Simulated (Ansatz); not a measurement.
Ge3F2 (fluorine-terminated (110) film, 3 layers), computed twice by G0W0.

The cell holds 10 atoms: 6 Ge and 4 F. Cell: a = 4.001 Å, b = 5.658 Å, c = 36.800 Å, α = 90.0°, β = 90.0°, γ = 90.0°. It derives from Ge. Vacuum lies along c.

```xyz
10
Lattice="4.0008 0.0000 0.0000 0.0000 5.6580 0.0000 0.0000 0.0000 36.8000" Properties=species:S:1:pos:R:3
Ge    0.0000    0.0177   16.4073
Ge    0.0000    4.2400   18.4000
Ge    2.0004    2.8325   18.4000
Ge    2.0004    1.3968   16.4073
Ge    0.0000    0.0177   20.3927
Ge    2.0004    1.3968   20.3927
F     0.0000    4.6334   15.0110
F     2.0004    2.4391   15.0110
F     0.0000    4.6334   21.7890
F     2.0004    2.4391   21.7890
```

The structure was relaxed with PBEsol (ions only). The runs that relaxed it are not among those shown.

The first (Ansatz 0.2.0; start PBEsol, 4×4×1 mesh, 1228 empty bands, screening to 75 eV, PAW set soft_1 files; 1 × NVIDIA H100 80GB HBM3 (shared by 6 runs) with 3 threads of AMD EPYC 7R13 (Zen 3), shared host) gave, on its mesh: starting gap 0.61 eV, G0W0 gap 1.38 eV, mean of 1 + 4πα/V (set by the cell height) 5.15, 1.8 min.

**Question.** The second changes empty bands from 1228 to 496 and screening cutoff (eV) from 75.0 to 41. What does it give?

It gave: starting gap 0.61 eV, G0W0 gap 1.24 eV, mean of 1 + 4πα/V (set by the cell height) 5.29, 53 s. The G0W0 gap moves by −0.14 eV, +0.00 eV from the start and −0.14 eV from the correction. Σc changes by +0.28 eV at the valence top and +0.14 eV at the conduction bottom, and Σx − Vxc between them by −0.0002 eV.

Limits: not at the basis limit; coarse mesh for a sheet; no spin-orbit coupling.

[Paths, hosts, dates, memory and timing lines, banners, echoed tables and standing remarks are left out of the program output.]

[Logs are printed without paths, hosts, clocks, repeated set-up lines and the standing remarks that a program may print on its own settings, such as how far it seeks lower states.]

[Runs of the session that timed out or met a known fault of the program may be left out.]

[Cells called generated may have been cut or substituted from an entry of the Crystallography Open Database or the Materials Project.]

[Hosts, paths, dates, database ids (printed as entryN), source tags and the programs' standing remarks are cut or masked in the printed files.]
